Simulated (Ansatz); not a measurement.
In doubt: masses and optical values from hybrid runs of this build are listed as unsure (in some of the runs), which bears on the screening that GW takes from such a start.

System: Ta2O5 (P2/m).

```xyz
7
Lattice="3.8414 0.0000 0.0000 0.0000 3.8627 0.0000 -1.8189 0.0000 6.5290" Properties=species:S:1:pos:R:3 pbc="T T T"
Ta    1.0558    0.0000    5.1665
Ta    0.9667    0.0000    1.3625
O     1.0914    1.9314    5.2123
O     0.9311    1.9314    1.3167
O    -0.8547    0.0000    5.6843
O     2.8771    0.0000    0.8447
O     1.0112    0.0000    3.2645
```

The cell and positions are those that the Materials Project relaxed with its own functionals (PBE, PBE+U or r2SCAN), kept fixed. Spin-orbit coupling is left out unless a run names it.

Gaps computed with Ansatz 0.2.0 without a self-energy: HSE06 3.66 eV and PBE0 4.42 eV.

Question: What gap should G0W0 on HSE06 give (4×4×4 mesh, 356 empty bands, screening to 138 eV, PAW set soft_1 files)?

About 4.01 eV: on its mesh the run moves the gap from 3.66 eV by +0.34 eV. Among the scalar-relativistic levels given, HSE06 is nearest (−0.35 eV). Bands and cutoff are finite, so the gap is not at the basis limit. The miss can reach some tenths of an eV and take either sign; the mesh is an error of its own. The 4×4×4 mesh is coarse for this cell (its supercell is 15 Å along the shortest edge). The RPA ε∞ on it, from the HSE06 start, is 3.59, 3.62 and 4.92; such meshes misread the long-range screening, most where the gap is narrow. The many-body steps are scalar-relativistic: spin-orbit coupling is not in them.

[Paths, hosts, dates, memory and timing lines, banners, echoed tables and standing remarks are left out of the program output.]

[Logs are printed without paths, hosts, clocks, repeated set-up lines and the standing remarks that a program may print on its own settings, such as how far it seeks lower states.]

[Runs of the session that timed out or met a known fault of the program may be left out.]

[Cells called generated may have been cut or substituted from an entry of the Crystallography Open Database or the Materials Project.]

[Hosts, paths, dates, database ids (printed as entryN), source tags and the programs' standing remarks are cut or masked in the printed files.]
